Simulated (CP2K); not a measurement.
Consider ethynylketene at its PBE geometry (Å).

```xyz
7

C     1.8755   -0.0323   -0.4357
C     0.7320   -0.1719   -0.0466
C    -0.5929   -0.3502    0.4160
C    -1.5792    0.4613    0.0379
O    -2.4545    1.1687   -0.2895
H     2.8810    0.0853   -0.7790
H    -0.8619   -1.1609    1.0969
```

Method: CP2K XAS_TDP, all-electron GAPW, PBEh(45%), aug-cc-pVDZ, TDA, no relativity.

**Question.** Predict the bright core excitations at the O K edge.

Leading lines: O5 528.30 eV. The leading line of an atom is its first one with 35 % of the strongest within 2.5 eV of its lowest line over the strength cut. 

The first six lines of each atom with a strength over 0.0015:

```tsv
atom	energy (eV)	states	strength, one atom
O5 (bonded to C)	528.30	1	0.0428
	531.49	1	0.0266
	533.30	1	0.0027
	535.36	1	0.0064
	535.67	1	0.0029
	535.88	1	0.0050
```

Lines are vertical, at one geometry, with no vibrational structure. Without a correction of the core level, line positions, and the gaps between valence and Rydberg lines, follow the share of exact exchange. At this level such K lines come out 3 to 6 eV under measured ones. These values hold no scalar relativity, about 0.4 eV for O 1s. Rydberg lines, and the discretised continuum above threshold, depend on the basis and the box.

[Banner, clock and machine lines of the logs are left out without a mark of their own.]

[Logs are printed without paths, hosts, clocks, repeated set-up lines and the standing remarks that a program may print on its own settings, such as how far it seeks lower states.]

[Hosts, paths, dates, database ids (printed as entryN), source tags and the programs' standing remarks are cut or masked in the printed files.]
